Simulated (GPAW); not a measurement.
## The basis that the transmission of a Mo chain with a Cu atom on top of one atom needs

Aim: T(E), conductance and thermopower of a Mo chain with a Cu atom on top of one atom, and what cheaper settings cost in accuracy.

Main program and level: GPAW 26.7.0; GPAW LCAO, PAW setups; Landauer transmission from Green's functions with principal layers (ASE), zero bias.

Report form: the programs' logs are mostly left out.

## Step 1: The starting structure

The cell holds 16 atoms: 15 Mo and 1 Cu. Cell: a = 9.000 Å, b = 9.000 Å, c = 33.750 Å, α = 90.0°, β = 90.0°, γ = 90.0°. Regions: left lead, 7 atoms (7 Mo); channel, 2 atoms (1 Mo and 1 Cu); right lead, 7 atoms (7 Mo). Vacuum lies along a and b. The structure is stacked along c, and the current runs across the ab planes.

## Step 2: GPAW, dzp

Localised orbitals split the wire into layers that couple to their neighbours alone, which is what the Green's function method needs; double zeta with polarisation is the usual level for numbers.

The input, run.py:

```python
import json
import numpy as np
from ase import Atoms
from ase.transport.calculators import TransportCalculator
from gpaw import GPAW, FermiDirac
from gpaw.lcao.tools import get_lcao_hamiltonian
from scipy.linalg import eigh

# The junction with lead layers at both ends, along the third cell vector
device = Atoms(
    ['Mo', 'Mo', 'Mo', 'Mo', 'Mo', 'Mo', 'Mo', 'Mo', 'Cu', 'Mo', 'Mo', 'Mo', 'Mo', 'Mo', 'Mo', 'Mo'],
    positions=[
        [4.50000, 4.50000, 1.12500],
        [4.50000, 4.50000, 3.37500],
        [4.50000, 4.50000, 5.62500],
        [4.50000, 4.50000, 7.87500],
        [4.50000, 4.50000, 10.12500],
        [4.50000, 4.50000, 12.37500],
        [4.50000, 4.50000, 14.62500],
        [4.50000, 4.50000, 16.87500],
        [6.65160, 4.50000, 16.87500],
        [4.50000, 4.50000, 19.12500],
        [4.50000, 4.50000, 21.37500],
        [4.50000, 4.50000, 23.62500],
        [4.50000, 4.50000, 25.87500],
        [4.50000, 4.50000, 28.12500],
        [4.50000, 4.50000, 30.37500],
        [4.50000, 4.50000, 32.62500]],
    cell=[[9.0, 0.0, 0.0], [0.0, 9.0, 0.0], [0.0, 0.0, 33.75]],
    pbc=True)

# One principal layer of the lead: the first 5 atoms of the device
lead = Atoms(
    ['Mo', 'Mo', 'Mo', 'Mo', 'Mo'],
    positions=[
        [4.50000, 4.50000, 1.12500],
        [4.50000, 4.50000, 3.37500],
        [4.50000, 4.50000, 5.62500],
        [4.50000, 4.50000, 7.87500],
        [4.50000, 4.50000, 10.12500]],
    cell=[[9.0, 0.0, 0.0], [0.0, 9.0, 0.0], [0.0, 0.0, 11.25]],
    pbc=True)

settings = dict(mode='lcao', basis='dzp', xc='PBE', h=0.2,
                occupations=FermiDirac(0.1), maxiter=250,
                mixer=dict(beta=0.1, nmaxold=8, weight=100.0),
                convergence=dict(density=0.0001))
energies = np.arange(-3, 3 + 1e-9, 0.075)
eta = 0.0001
n1, n2 = 1, 1
# k and -k transmit alike, so half of the mesh across the current serves
mesh = [(i, j) for i in range(n1) for j in range(n2) if (i, j) <= (-i % n1, -j % n2)]
weights = np.array([1 if (i, j) == (-i % n1, -j % n2) else 2 for i, j in mesh]) / (n1 * n2)

# [... helper functions left out ...]
fermi_lead = ground_state(lead, (1, 1, 10), 'lead.txt')
fermi_device = ground_state(device, (1, 1, 3), 'device.txt')
# [... loop over the mesh left out, but for ...]
        # Shift the lead onto the potential of the device's first layer
        shift = ((H[:, 0, 0] - H0[:, 0, 0]) / S0[0, 0]).real.mean()
# [...]
kT = 8.617333e-5 * 300
bias = [0.1, 0.2, 0.5, 1.0, 1.5, 2.0]
# [... integrals and printing left out ...]
```

The run is started by

```bash
$ OMP_NUM_THREADS=1 OPENBLAS_NUM_THREADS=1 python run.py
```

It took 4.2 min on 1 thread of Arm Neoverse V1, shared host; peak memory 1.4 GiB.

This step gave:

```yaml
conductance: 5.322 G₀
largest_coupling_past_the_next_principal_layer: 2.80e-5 eV
largest_misfit_of_the_first_principal_layer: 0.01947 eV
shift_that_aligns_the_lead: -0.003951 eV
basis_functions_of_the_junction: 450
basis_functions_of_a_principal_layer: 145
transmission_at_the_fermi_level_one_spin: 5.324
```

One spin. The transmission, zone mean by energy, zero at the Fermi level:

| energy (eV) | transmission, zone mean |
| --- | --- |
| -3.00 | 2.17 |
| -2.77 | 2.17 |
| -2.55 | 2.32 |
| -2.40 | 2.02 |
| -2.17 | 2.14 |
| -1.95 | 2.65 |
| -1.73 | 2.84 |
| -1.57 | 2.90 |
| -1.50 | 3.85 |
| -1.35 | 3.10 |
| -1.12 | 3.14 |
| -0.90 | 2.98 |
| -0.75 | 5.09 |
| -0.53 | 5.38 |
| -0.38 | 5.41 |
| -0.30 | 5.41 |
| -0.07 | 5.36 |
| 0.00 | 5.32 |
| 0.07 | 5.28 |
| 0.30 | 5.13 |
| 0.53 | 4.98 |
| 0.75 | 4.94 |
| 0.90 | 5.02 |
| 1.12 | 5.19 |
| 1.35 | 3.27 |
| 1.57 | 3.26 |
| 1.73 | 2.90 |
| 1.95 | 2.06 |
| 2.17 | 1.99 |
| 2.40 | 1.99 |
| 2.55 | 1.50 |
| 2.70 | 1.96 |
| 2.77 | 1.94 |
| 3.00 | 0.993 |

Not self-consistent under bias; the bias window is split evenly. Table of current through one cell, from the zero-bias transmission by bias:

| bias (V) | current through one cell, from the zero-bias transmission (mA) |
| --- | --- |
| 0.100 | 0.0412 |
| 0.200 | 0.0824 |
| 0.500 | 0.206 |
| 1.000 | 0.409 |
| 1.500 | 0.606 |
| 2.000 | 0.772 |

Table of transmission of the three most open eigenchannels by energy, zero at the Fermi level:

| energy (eV) | channel 1 | channel 2 | channel 3 |
| --- | --- | --- | --- |
| -3.00 | 0.997 | 0.959 | 0.215 |
| -2.77 | 0.991 | 0.960 | 0.223 |
| -2.55 | 0.930 | 0.876 | 0.516 |
| -2.40 | 0.978 | 0.805 | 0.232 |
| -2.17 | 0.991 | 0.775 | 0.377 |
| -1.95 | 0.997 | 0.983 | 0.671 |
| -1.73 | 0.998 | 0.995 | 0.848 |
| -1.57 | 0.998 | 0.997 | 0.901 |
| -1.35 | 0.998 | 0.998 | 0.941 |
| -1.12 | 0.998 | 0.998 | 0.971 |
| -0.90 | 0.998 | 0.998 | 0.986 |
| -0.75 | 0.998 | 0.998 | 0.991 |
| -0.53 | 0.997 | 0.997 | 0.997 |
| -0.30 | 0.999 | 0.997 | 0.997 |
| -0.07 | 0.999 | 0.997 | 0.996 |
| 0.00 | 0.999 | 0.997 | 0.996 |
| 0.07 | 0.999 | 0.997 | 0.996 |
| 0.30 | 0.999 | 0.996 | 0.995 |
| 0.53 | 0.999 | 0.998 | 0.995 |
| 0.75 | 0.999 | 0.995 | 0.995 |
| 0.90 | 0.999 | 0.995 | 0.992 |
| 1.12 | 0.999 | 0.994 | 0.987 |
| 1.35 | 0.999 | 0.973 | 0.965 |
| 1.57 | 0.999 | 0.980 | 0.859 |
| 1.73 | 0.999 | 0.986 | 0.574 |
| 1.95 | 0.998 | 0.993 | 0.0663 |
| 2.17 | 0.997 | 0.997 | 4.2e-5 |
| 2.40 | 0.999 | 0.992 | 4.1e-5 |
| 2.55 | 0.988 | 0.515 | 1.0e-4 |
| 2.77 | 0.991 | 0.951 | 4.8e-5 |
| 3.00 | 0.993 | 4.8e-5 | 5.3e-7 |

Couplings past the next layer reach 2.8e-5 eV, small enough to drop; the matrix elements of the cell's first layer differ from the bulk lead's by up to 0.019 eV. That layer keeps its own values in the calculation, and only beyond it is the lead taken as perfect. The Fermi levels of lead and junction count from different zeros of potential, one for each periodic cell; with both set to zero, the small remaining shift is what aligns them. By hand: G = 5.322 × 77.48 μS = 412 μS, a resistance of 2.43 kΩ; at 0.1 V a linear junction would pass 41.2 μA, and the integral over the bias window gives 41.2 μA.

## Step 3: Single-zeta polarised basis

The second zeta is dropped, the polarisation orbitals stay.

Edit run.py of step 2 so:

```diff
@@ -43,3 +43,3 @@
 
-settings = dict(mode='lcao', basis='dzp', xc='PBE', h=0.2,
+settings = dict(mode='lcao', basis='szp(dzp)', xc='PBE', h=0.2,
                 occupations=FermiDirac(0.1), maxiter=250,
```

It took 2.8 min on 1 thread; peak memory 1.3 GiB.

Numbers from this step:

| Quantity | Value |
| --- | --- |
| conductance | 5.386 G₀ |
| largest coupling past the next principal layer | 2.79e-5 eV |
| largest misfit of the first principal layer | 0.03029 eV |
| shift that aligns the lead | -3.84e-4 eV |
| basis functions of the junction | 249 |
| basis functions of a principal layer | 80 |
| transmission at the Fermi level (one spin) | 5.388 |

One spin. Table of transmission, zone mean by energy, zero at the Fermi level:

energy (eV), transmission, zone mean and a bar:
```
    -3.00       2.12 ###########
    -2.85       2.14 ############
    -2.70       2.13 ############
    -2.55       2.22 ############
    -2.33       1.21 ######
    -2.17       2.53 ##############
    -2.02       2.70 ###############
    -1.88       2.83 ###############
    -1.73       2.90 ################
    -1.57       2.93 ################
    -1.35       2.95 ################
    -1.20       3.11 #################
    -1.05       3.12 #################
    -0.90       3.00 ################
    -0.75       5.17 ############################
    -0.60       5.38 ##############################
    -0.38       5.46 ##############################
    -0.30       5.46 ##############################
    -0.23       5.45 ##############################
    -0.07       5.42 ##############################
     0.00       5.39 ##############################
     0.07       5.35 #############################
     0.23       5.27 #############################
     0.38       5.17 ############################
     0.60       5.01 ############################
     0.75       4.94 ###########################
     0.90       4.94 ###########################
     1.05       5.00 ###########################
     1.20       5.05 ############################
     1.35       3.22 ##################
     1.57       3.31 ##################
     1.73       3.24 ##################
     1.88       2.98 ################
     2.02       2.42 #############
     2.17       2.05 ###########
     2.33       1.99 ###########
     2.55       1.99 ###########
     2.70       1.97 ###########
     2.85       1.88 ##########
     3.00       0.06
```

Not self-consistent under bias; the bias window is split evenly. Current through one cell, from the zero-bias transmission against bias:

| bias (V) | current through one cell, from the zero-bias transmission (mA) |
| --- | --- |
| 0.100 | 0.0417 |
| 0.200 | 0.0834 |
| 0.500 | 0.208 |
| 1.000 | 0.414 |
| 1.500 | 0.613 |
| 2.000 | 0.777 |

Transmission of the three most open eigenchannels against energy, zero at the Fermi level:

| energy (eV) | channel 1 | channel 2 | channel 3 |
| --- | --- | --- | --- |
| -3.00 | 0.998 | 0.937 | 0.188 |
| -2.85 | 0.996 | 0.942 | 0.200 |
| -2.70 | 0.988 | 0.928 | 0.213 |
| -2.55 | 0.884 | 0.864 | 0.468 |
| -2.33 | 0.986 | 0.218 | 0.00592 |
| -2.17 | 0.995 | 0.935 | 0.602 |
| -2.02 | 0.997 | 0.985 | 0.722 |
| -1.88 | 0.998 | 0.994 | 0.836 |
| -1.73 | 0.998 | 0.997 | 0.903 |
| -1.57 | 0.998 | 0.998 | 0.939 |
| -1.35 | 0.998 | 0.998 | 0.957 |
| -1.20 | 0.998 | 0.998 | 0.967 |
| -1.05 | 0.999 | 0.998 | 0.979 |
| -0.90 | 0.999 | 0.998 | 0.987 |
| -0.75 | 0.998 | 0.998 | 0.992 |
| -0.60 | 0.998 | 0.998 | 0.996 |
| -0.38 | 0.998 | 0.997 | 0.997 |
| -0.23 | 0.999 | 0.997 | 0.997 |
| -0.07 | 0.999 | 0.997 | 0.996 |
| 0.00 | 0.999 | 0.997 | 0.996 |
| 0.07 | 0.999 | 0.997 | 0.995 |
| 0.23 | 0.999 | 0.997 | 0.995 |
| 0.38 | 0.999 | 0.998 | 0.995 |
| 0.60 | 0.999 | 0.997 | 0.996 |
| 0.75 | 0.999 | 0.996 | 0.996 |
| 0.90 | 0.999 | 0.995 | 0.994 |
| 1.05 | 0.999 | 0.995 | 0.992 |
| 1.20 | 0.999 | 0.992 | 0.989 |
| 1.35 | 0.999 | 0.980 | 0.971 |
| 1.57 | 0.999 | 0.976 | 0.945 |
| 1.73 | 0.999 | 0.980 | 0.874 |
| 1.88 | 0.999 | 0.985 | 0.669 |
| 2.02 | 0.999 | 0.990 | 0.221 |
| 2.17 | 0.998 | 0.994 | 0.0550 |
| 2.33 | 0.998 | 0.996 | 5.3e-5 |
| 2.55 | 0.999 | 0.988 | 5.5e-5 |
| 2.70 | 0.999 | 0.970 | 5.7e-5 |
| 2.85 | 0.997 | 0.885 | 5.7e-5 |
| 3.00 | 0.0553 | 1.5e-4 | 6.1e-5 |

The conductance, 5.39 G₀, lies 1.2 % above that of the dzp run.

## Step 4: GPAW, sz: basis = "sz(dzp)"

The minimal basis is the cheapest rung: no second zeta and no polarisation.

Edit run.py of step 3 so:

```diff
@@ -43,3 +43,3 @@
 
-settings = dict(mode='lcao', basis='szp(dzp)', xc='PBE', h=0.2,
+settings = dict(mode='lcao', basis='sz(dzp)', xc='PBE', h=0.2,
                 occupations=FermiDirac(0.1), maxiter=250,
```

Run time: 1.7 min. Hardware: 1 thread; peak memory 1.3 GiB.

Numbers from this step:

| Property | Result |
| --- | --- |
| conductance | 5.383 G₀ |
| largest coupling past the next principal layer | 2.78e-5 eV |
| largest misfit of the first principal layer | 0.03005 eV |
| shift that aligns the lead | -0.001974 eV |
| basis functions of the junction | 201 |
| basis functions of a principal layer | 65 |
| transmission at the Fermi level (one spin) | 5.384 |

One spin. The transmission, zone mean by energy, zero at the Fermi level:

| energy (eV) | transmission, zone mean |
| --- | --- |
| -3.0000 | 2.07 |
| -2.7750 | 2.07 |
| -2.4750 | 1.08 |
| -2.2500 | 2.60 |
| -2.0250 | 2.81 |
| -1.7250 | 2.93 |
| -1.5000 | 2.96 |
| -1.2750 | 3.02 |
| -0.9750 | 3.04 |
| -0.7500 | 5.13 |
| -0.5250 | 5.39 |
| -0.3000 | 5.44 |
| -0.2250 | 5.44 |
| 0.0000 | 5.38 |
| 0.2250 | 5.28 |
| 0.5250 | 5.11 |
| 0.7500 | 4.99 |
| 0.9750 | 4.96 |
| 1.2750 | 4.75 |
| 1.5000 | 3.31 |
| 1.7250 | 3.35 |
| 2.0250 | 3.04 |
| 2.2500 | 2.22 |
| 2.4750 | 1.98 |
| 2.7750 | 1.91 |
| 3.0000 | 0.999 |

The conductance, 5.38 G₀, lies 1.2 % above that of the dzp run.

## Step 5: RPBE in the dzp basis: xc = "RPBE"

Back in the dzp basis, the functional changes from PBE to RPBE, to set the spread between functionals beside that between bases.

Edit run.py of step 4 so:

```diff
@@ -43,3 +43,3 @@
 
-settings = dict(mode='lcao', basis='sz(dzp)', xc='PBE', h=0.2,
+settings = dict(mode='lcao', basis='dzp', xc='RPBE', h=0.2,
                 occupations=FermiDirac(0.1), maxiter=250,
```

The job ended after 4.9 min (1 thread; peak memory 1.4 GiB).

Numbers from this step:

```
conductance                                    : 5.331 G₀
largest coupling past the next principal layer : 2.83e-5 eV
largest misfit of the first principal layer    : 0.02127 eV
shift that aligns the lead                     : -0.002618 eV
basis functions of the junction                : 450
basis functions of a principal layer           : 145
transmission at the Fermi level (one spin)     : 5.332
```

The conductance equals that of the dzp run to 0.2 %.

## Step 6: All levels side by side

Times are for 1 thread of Arm Neoverse V1, shared host. The runs compared:

| no. | run | conductance (G₀) | time | memory (GiB) |
| --- | --- | --- | --- | --- |
| 1 | dzp | 5.322 | 4.2 min | 1.4 |
| 2 | szp | 5.386 | 2.8 min | 1.3 |
| 3 | sz | 5.383 | 1.7 min | 1.3 |
| 4 | dzp RPBE | 5.331 | 4.9 min | 1.4 |

## Step 7: Comparison

The curves are compared point by point over the common energies.

This step: comparison of transmission and cost over codes and levels (GPAW 26.7.0).

Ladder, by row:

| step | code | T at the Fermi level (sum over the listed spins) | conductance (G0) | r.m.s. T(E) from the first | wall time (s) | peak memory (GiB) | threads |
| --- | --- | --- | --- | --- | --- | --- | --- |
| dzp | GPAW | 5.324 | 5.322 | 0 | 252.8 | 1.45 | 1 |
| szp | GPAW | 5.388 | 5.386 | 0.273 | 168.4 | 1.32 | 1 |
| sz | GPAW | 5.384 | 5.383 | 0.3933 | 100.3 | 1.26 | 1 |
| dzp-RPBE | GPAW | 5.332 | 5.331 | 0.1292 | 292.2 | 1.45 | 1 |

Table of transmission, zone mean, sum over the listed spins by energy, zero at the Fermi level:

| energy (eV) | dzp | szp | sz | dzp-RPBE |
| --- | --- | --- | --- | --- |
| -3.0000 | 2.17 | 2.12 | 2.07 | 2.18 |
| -2.7750 | 2.17 | 2.13 | 2.07 | 2.17 |
| -2.5500 | 2.32 | 2.22 | 1.48 | 2.28 |
| -2.4750 | 2.26 | 2.06 | 1.08 | 2.30 |
| -2.2500 | 1.39 | 2.49 | 2.60 | 1.47 |
| -2.0250 | 2.54 | 2.70 | 2.81 | 2.56 |
| -1.7250 | 2.84 | 2.90 | 2.93 | 2.85 |
| -1.5000 | 3.85 | 2.95 | 2.96 | 2.91 |
| -1.2750 | 3.14 | 3.05 | 3.02 | 3.13 |
| -0.9750 | 3.05 | 3.08 | 3.04 | 3.05 |
| -0.7500 | 5.09 | 5.17 | 5.13 | 5.11 |
| -0.5250 | 5.38 | 5.42 | 5.39 | 5.39 |
| -0.3750 | 5.41 | 5.46 | 5.43 | 5.42 |
| -0.3000 | 5.41 | 5.46 | 5.44 | 5.42 |
| -0.2250 | 5.40 | 5.45 | 5.44 | 5.41 |
| 0.0000 | 5.32 | 5.39 | 5.38 | 5.33 |
| 0.2250 | 5.18 | 5.27 | 5.28 | 5.20 |
| 0.5250 | 4.98 | 5.06 | 5.11 | 4.99 |
| 0.7500 | 4.94 | 4.94 | 4.99 | 4.93 |
| 0.9750 | 5.08 | 4.96 | 4.96 | 5.05 |
| 1.2750 | 5.20 | 4.92 | 4.75 | 5.16 |
| 1.5000 | 3.33 | 3.31 | 3.31 | 3.33 |
| 1.7250 | 2.90 | 3.24 | 3.35 | 2.88 |
| 2.0250 | 1.99 | 2.42 | 3.04 | 1.99 |
| 2.2500 | 1.99 | 1.99 | 2.22 | 1.99 |
| 2.4750 | 1.98 | 1.99 | 1.98 | 1.76 |
| 2.7000 | 1.96 | 1.97 | 1.95 | 1.97 |
| 2.7750 | 1.94 | 1.94 | 1.91 | 1.95 |
| 3.0000 | 0.993 | 0.0555 | 0.999 | 1.44 |

## Step 8: Smearing 0.05, grid spacing 0.16, SCF mesh 1×1×6: width = 0.05, h = 0.16 and scf_mesh = [1, 1, 6]

Smearing helps the SCF of a metal converge, but it blurs occupations at band edges near the Fermi level. The real-space grid carries density and potential; a coarse one breaks translation symmetry along the lead and scatters electrons that should pass. The SCF mesh sets the Fermi level of the repeated cell.

This step: GPAW LCAO, PAW setups; Landauer transmission from Green's functions with principal layers (ASE), zero bias (GPAW 26.7.0).

Edit run.py of step 5 so:

```diff
@@ -43,4 +43,4 @@
 
-settings = dict(mode='lcao', basis='dzp', xc='RPBE', h=0.2,
-                occupations=FermiDirac(0.1), maxiter=250,
+settings = dict(mode='lcao', basis='dzp', xc='PBE', h=0.16,
+                occupations=FermiDirac(0.05), maxiter=250,
                 mixer=dict(beta=0.1, nmaxold=8, weight=100.0),
@@ -56,3 +56,3 @@
 fermi_lead = ground_state(lead, (1, 1, 10), 'lead.txt')
-fermi_device = ground_state(device, (1, 1, 3), 'device.txt')
+fermi_device = ground_state(device, (1, 1, 6), 'device.txt')
 # [... loop over the mesh left out, but for ...]
```

Elapsed: 11 min, on 1 thread; peak memory 2.7 GiB.

Numbers from this step:

| Property | Result |
| --- | --- |
| conductance | 5.326 G₀ |
| largest coupling past the next principal layer | 2.80e-5 eV |
| largest misfit of the first principal layer | 0.02121 eV |
| shift that aligns the lead | 0.01099 eV |
| transmission at the Fermi level (one spin) | 5.328 |

One spin. Transmission, zone mean against energy, zero at the Fermi level:

energy (eV), transmission, zone mean and a bar from the least value:
```
    -3.00       2.16 ########
    -2.85       2.17 ########
    -2.70       2.18 ########
    -2.55       2.31 #########
    -2.33       1.71 #####
    -2.17       2.10 ########
    -2.02       2.53 ##########
    -1.88       2.73 ############
    -1.73       2.84 #############
    -1.57       2.90 #############
    -1.50       3.60 ##################
    -1.35       3.10 ##############
    -1.20       3.15 ###############
    -1.05       3.12 ##############
    -0.90       2.98 ##############
    -0.75       5.04 ###########################
    -0.60       5.33 #############################
    -0.38       5.41 ##############################
    -0.30       5.41 ##############################
    -0.23       5.40 ##############################
    -0.07       5.36 ##############################
     0.00       5.33 #############################
     0.07       5.28 #############################
     0.23       5.18 ############################
     0.38       5.08 ############################
     0.60       4.95 ###########################
     0.75       4.94 ###########################
     0.90       5.02 ###########################
     1.05       5.14 ############################
     1.20       5.23 #############################
     1.35       4.48 ########################
     1.57       3.26 ###############
     1.73       2.91 #############
     1.88       2.25 #########
     2.02       1.99 #######
     2.17       1.99 #######
     2.33       1.99 #######
     2.55       1.34 ##
     2.70       1.96 #######
     2.85       1.91 ######
     3.00       0.99
```

Not self-consistent under bias; the bias window is split evenly. Current through one cell, from the zero-bias transmission against bias:

| bias (V) | current through one cell, from the zero-bias transmission (mA) |
| --- | --- |
| 0.100 | 0.0413 |
| 0.200 | 0.0825 |
| 0.500 | 0.206 |
| 1.000 | 0.409 |
| 1.500 | 0.606 |
| 2.000 | 0.771 |

Table of transmission of the three most open eigenchannels by energy, zero at the Fermi level:

| energy (eV) | channel 1 | channel 2 | channel 3 |
| --- | --- | --- | --- |
| -3.00 | 0.997 | 0.960 | 0.208 |
| -2.77 | 0.991 | 0.959 | 0.223 |
| -2.55 | 0.933 | 0.890 | 0.486 |
| -2.40 | 0.974 | 0.820 | 0.240 |
| -2.17 | 0.990 | 0.742 | 0.365 |
| -1.95 | 0.997 | 0.983 | 0.666 |
| -1.73 | 0.998 | 0.995 | 0.849 |
| -1.57 | 0.998 | 0.997 | 0.902 |
| -1.35 | 0.999 | 0.998 | 0.940 |
| -1.12 | 0.999 | 0.998 | 0.970 |
| -0.90 | 0.998 | 0.998 | 0.984 |
| -0.75 | 0.998 | 0.998 | 0.990 |
| -0.53 | 0.997 | 0.997 | 0.996 |
| -0.30 | 0.999 | 0.997 | 0.996 |
| -0.07 | 0.999 | 0.997 | 0.997 |
| 0.00 | 0.999 | 0.997 | 0.996 |
| 0.07 | 0.999 | 0.997 | 0.995 |
| 0.30 | 0.999 | 0.996 | 0.994 |
| 0.53 | 0.999 | 0.998 | 0.996 |
| 0.75 | 0.999 | 0.996 | 0.995 |
| 0.90 | 0.999 | 0.995 | 0.992 |
| 1.12 | 0.999 | 0.994 | 0.986 |
| 1.35 | 0.999 | 0.972 | 0.967 |
| 1.57 | 0.999 | 0.979 | 0.862 |
| 1.73 | 0.999 | 0.985 | 0.584 |
| 1.95 | 0.998 | 0.993 | 0.0706 |
| 2.17 | 0.998 | 0.997 | 3.0e-5 |
| 2.40 | 0.999 | 0.992 | 2.9e-5 |
| 2.55 | 0.989 | 0.355 | 9.7e-5 |
| 2.77 | 0.991 | 0.952 | 3.4e-5 |
| 3.00 | 0.993 | 3.3e-5 | 2.6e-6 |

The conductance equals that of the dzp run to 0.2 %.

(Continued in part 2 of 2.)

[Logs are printed without paths, hosts, clocks, repeated set-up lines and the standing remarks that a program may print on its own settings, such as how far it seeks lower states.]

[Hosts, paths, dates, database ids (printed as entryN), source tags and the programs' standing remarks are cut or masked in the printed files.]
